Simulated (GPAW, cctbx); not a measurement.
# How far are the atoms of KCrI3 from free atoms?

Aim: compute the bonding part of the density of KCrI3, find which reflections carry it, and see how it biases an ordinary refinement.

The cell comes from substitution in a known structure type and wasn't matched to any measured phase. All numbers below are calculated.

## Step 1: Relax the structure

The density hangs on the geometry, so cell and atoms are relaxed first, with the symmetry held. The cutoff is set higher than for the density because stress converges slowly with plane waves.

Settings: GPAW 26.7.0, PBE, 570 eV, 3×3×3 k-points, Fermi–Dirac width 0.05 eV, spin-polarised, BFGS to 0.03 eV/Å.

```text
cell
1.0
     5.448000000    0.000000000    0.000000000
     0.000000000    5.448000000    0.000000000
     0.000000000    0.000000000    6.174000000
I Cr K
3 1 1
Direct
0.500000000 0.000000000 0.000000000
0.000000000 0.500000000 0.000000000
0.000000000 0.000000000 0.500000000
0.000000000 0.000000000 0.000000000
0.500000000 0.500000000 0.500000000
```

```console
$ OMP_NUM_THREADS=1 mpirun -n 4 gpaw python run.py > gpaw.log
```

```text
BFGS:    0      -18.727270        0.528059
BFGS:    1      -18.736759        0.501928
BFGS:    2      -18.854802        0.368033
BFGS:    3      -18.870234        0.366100
...
BFGS:    7      -18.903322        0.153097
BFGS:    8      -18.909663        0.073901
BFGS:    9      -18.911665        0.011730
cell  5.7144 5.7144 5.7008  90.00 90.00 90.00
volume 186.157 A^3, largest force 0.000 eV/A, largest stress 0.05 GPa
```

After 9 steps the volume has changed by +1.6 % and the energy by -0.184 eV; the largest stress left is 0.05 GPa. It took 53 s on 4 cores of AMD EPYC 9R45 (Zen 5) (shared host), peak memory 1.3 GiB.

Relaxed structure: P4/mmm (no. 123), a = 5.7144 Å, b = 5.7144 Å, c = 5.7008 Å, α = 90.00°, β = 90.00°, γ = 90.00°.

| atom | mult. | x | y | z |
| --- | --- | --- | --- | --- |
| I1 | 2 | 1/2 | 0 | 0 |
| I2 | 1 | 0 | 0 | 1/2 |
| Cr1 | 1 | 0 | 0 | 0 |
| K1 | 1 | 1/2 | 1/2 | 1/2 |

## Step 2: The all-electron density

X-rays see the whole electron density, so the PAW density is rebuilt with its core regions. Subtracting spherical free atoms from the same code cancels the cores and leaves the deformation density Δρ, the part due to bonding.

Settings: PBE, 450 eV, 4×4×4 k-points, Fermi–Dirac width 0.05 eV, spin-polarised; primitive cell of 5 atoms.

```console
$ OMP_NUM_THREADS=1 mpirun -n 4 gpaw python run.py > gpaw.log
```

```text
|iter:   1|       0s |  -19.400714 | -0.33 |       |  +2.9896|
|iter:   2|       1s |  -18.591326 | -1.66 | -0.91 |  +3.0301|
|iter:   3|       1s |  -18.549652 | -2.35 | -1.02 |  +3.2800|
...
|iter:  10|       6s |  -18.752936c| -6.23 | -3.65 |  +3.9998|
|iter:  11|       7s |  -18.752936c| -7.08 | -4.25c|  +3.9999|
|iter:  12|       8s |  -18.752936c| -7.68c| -4.66c|  +4.0000|
```

```text
grid (56, 56, 56)  electrons 202.000  moved by bonding 0.771 e
deformation density beyond 0.5 A of the nuclei: max 0.145, min -0.394 e/A^3
atom        x       y       z   Voronoi charge  moment
I 1    0.0000  0.5000  0.0000     -0.156      -0.02
I 2    0.0000  0.0000  0.5000     -0.156      -0.02
I 3    0.5000  0.0000  0.0000     -0.157      -0.02
Cr4    0.0000  0.0000  0.0000      0.202       3.49
K 5    0.5000  0.5000  0.5000      0.267       0.00
mean inner potential of superposed free atoms 12.406 V
total magnetic moment 4.000 muB
```

Deformation density in a plane through the shortest contact of the I atom at the origin, in 0.01 e/Å³ (clipped at ±99); x from -1.6 to 4.5 Å, y from 2.4 down to -2.4 Å:

```text
  1   0   0   0   0   0   0   0   1   1  -2  -1  -2   0   1   0
  0   0   0   0   0   0   0   0   0   1   0  -1   0   1   0   0
  0   0   0   0   1   0   0   0   0   1   3   4   3   1   0   0
  0   0   1   1   2   1   1   0   0   0   1   1   1   0   0   0
  0   1   0   1   2   1   0   1   0  -1  -4 -10  -4  -2   0   1
  2   3  -1  -1   .  -2  -1   3   1  -4   0   .   0  -4   1   3
  2   3  -2   .   .   .  -2   4   2  -9   .   .   . -11   1   4
  2   3  -1  -1   .  -2  -1   3   1  -4   0   .   0  -4   1   3
  0   1   0   1   2   1   0   1   0  -1  -4 -10  -4  -2   0   1
  0   0   1   1   2   1   1   0   0   0   1   1   1   0   0   0
  0   0   0   0   1   0   0   0   0   1   3   4   3   1   0   0
  0   0   0   0   0   0   0   0   0   1   0  -1   0   1   0   0
  1   0   0   0   0   0   0   0   1   1  -2  -1  -2   0   1   0
```

Atoms in or within 0.15 Å of the plane: I (0.0, 0.0), Cr (2.9, 0.0) Å. Dots mark points within about 0.45 Å of a nucleus; large values next to them are atomic features.

I gains most (-0.16 e) and K loses most (+0.27 e), in averages over each element's sites, as electronegativity suggests. Such charges fall far short of formal ones, since overlapping free atoms already put density on their neighbours. Along the shortest contact from the I atom at the map's origin, I–Cr at 2.85 Å, Δρ is +0.04 e/Å³ at the midpoint: little piles up between the atoms. Point values carry grid noise of about 0.01 e/Å³. The cell's moment is 4.00 μB; the largest inside an atomic sphere is 3.49 μB. The run needed 12 iterations, 12 s.

## Step 3: Structure factors

The Fourier components of Δρ, added to those of the free atoms, give the static X-ray structure factors; the Mott–Bethe relation turns them into the Fourier components V of the potential that fast electrons feel.

```text
static structure factors of the conventional cell: F in electrons, V (Mott-Bethe) in volts
   h  k  l      d  |F| table  |F| free   |F| DFT   change   |V| free  |V| DFT  change %
   1  0  0  5.7144    55.043    54.987    55.047    0.060     2.423    2.374     -2.0
   0  0  1  5.7008    55.030    54.973    55.035    0.062     2.422    2.373     -2.0
   1  1  0  4.0407    10.555    10.635    10.906    0.270     0.255    0.364     42.6
   1  0  1  4.0359    10.555    10.635    10.904    0.269     0.255    0.363     42.5
   1  1  1  3.2966   131.998   132.177   132.466    0.289     5.839    5.762     -1.3
   2  0  0  2.8572   165.584   165.556   165.503   -0.053     7.325    7.336      0.1
   0  0  2  2.8504   165.472   165.444   165.388   -0.056     7.313    7.324      0.2
   2  1  0  2.5556    47.178    47.087    46.966   -0.121     1.755    1.774      1.1
   2  0  1  2.5543    47.171    47.081    46.958   -0.123     1.754    1.774      1.1
   1  0  2  2.5507    47.152    47.062    46.940   -0.122     1.752    1.772      1.1
   2  1  1  2.3320    10.371    10.503    10.500   -0.002     0.067    0.067     -0.5
   1  1  2  2.3292    10.371    10.503    10.500   -0.003     0.067    0.067     -0.6
   2  2  0  2.0203   147.392   147.391   147.197   -0.194     5.488    5.508      0.4
   2  0  2  2.0179   147.324   147.323   147.129   -0.194     5.482    5.502      0.4
```

The largest X-ray change is +0.29 e on 111, 0.2 % of |F|. For electrons V goes as (Z − F)/g², so a change of F counts against Z − F, which is small at low angle and wherever the atoms' terms cancel: |V| of 110 moves by +42.6 % (0.26 to 0.36 V) against +2.5 % in |F|. The last three rows still change by up to 0.19 e; the table stops while the angles are still low. The tabulated Hartree–Fock atoms differ from the free DFT atoms by up to 0.18 e, so the choice of reference atom matters too.

## Step 4: The functional ladder

The same geometry is run with other functionals, to see whether the bonding signal is larger than the spread between approximations. Free atoms are LDA for LDA and PBE otherwise; meta-GGAs and hybrids keep PBE cores. Any other changed setting is in the row's label.

```
 run  ΔF 111 (e)  ΔF 110 (e)  ΔF 101 (e)  q(I) (e)  moved (e)  time
 PBE      +0.289      +0.270      +0.269    -0.156      0.771  12 s
 LDA      +0.243      +0.258      +0.257    -0.145      0.714  14 s
SCAN      +0.312      +0.300      +0.298    -0.174      0.845  28 s
```

At the base's settings ΔF(111) spans +0.243 to +0.312 e, a spread of 24 % of the PBE value; over the three listed reflections the spread is at most 24 %, so sign and size hold across the functionals. Times are from shared hosts.

## Step 5: Refining ordinary atoms against data with bonding

Routine crystallography fits spherical atoms. To see the bias, intensities are simulated from tabulated atoms plus the DFT change ΔF, so that bonding alone can misfit (6234 reflections of the full sphere, merged to the counts below, to 0.5 Å, 1.5 % proportional noise plus counting noise, assumed isotropic U as listed, Δρ smeared by the mean U) and refined with cctbx over different ranges.

```csv
range,data,R1,GooF,U I1 (true 0.0039),U I2 (true 0.0039),U Cr1 (true 0.0052),U K1 (true 0.0056),largest shift (Å),"Δρ max, min (e/Å³)"
all data,513,0.0038,0.95,0.0039,0.0039,0.0052,0.0056,0.0000,"0.26, -0.33"
"low resolution, d > 0.84",129,0.0032,0.97,0.0038,0.0038,0.0052,0.0055,0.0000,"0.10, -0.14"
"high order, d < 0.75",341,0.0042,0.94,0.0039,0.0039,0.0052,0.0056,0.0000,"0.22, -0.31"
"occupancies free, d > 0.7",208,0.0034,0.99,0.0039,0.0039,0.0051,0.0058,0.0000,"0.14, -0.16"
```

With all data GooF is 0.95, so at this noise the bonding hardly shows; the top residual peak lies 1.01 Å from Cr and 1.85 Å from I. No U is off by more than 3 s.u. at low resolution. Symmetry fixes every coordinate, so the shifts are zero by construction. With I1 held at 1 and the scale free, the other occupancies refine to I2 1.000(0.001), Cr1 0.998(0.002) and K1 1.004(0.003), within three s.u. of full.

## Step 6: Answer

Bonding moves 0.77 e in the primitive cell of KCrI3 and changes the structure factors of the conventional cell in the table above by at most 0.29 e (111, 0.2 %), and among reflections above 2 % of the strongest by up to 2.5 % (110). The shortest bond, I–Cr, has Δρ = +0.04 e/Å³ at its midpoint. At the base's settings ΔF(111) spans +0.243 to +0.312 e, a spread of 24 % of the PBE value; over the three listed reflections the spread is at most 24 %, so sign and size hold across the functionals. With all data GooF is 0.95, so at this noise the bonding hardly shows. Limits: static density, frozen cores, no spin–orbit coupling; a ferromagnetic start is the only order tried, and the real ground state may be antiferromagnetic or insulating.

[Outputs are excerpts: Python notices, other lines and further rows are left out; steps that failed or that the build refused (PBEsol, TPSS) are not shown.]

[Logs are printed without paths, hosts, clocks, repeated set-up lines and the standing remarks that a program may print on its own settings, such as how far it seeks lower states.]
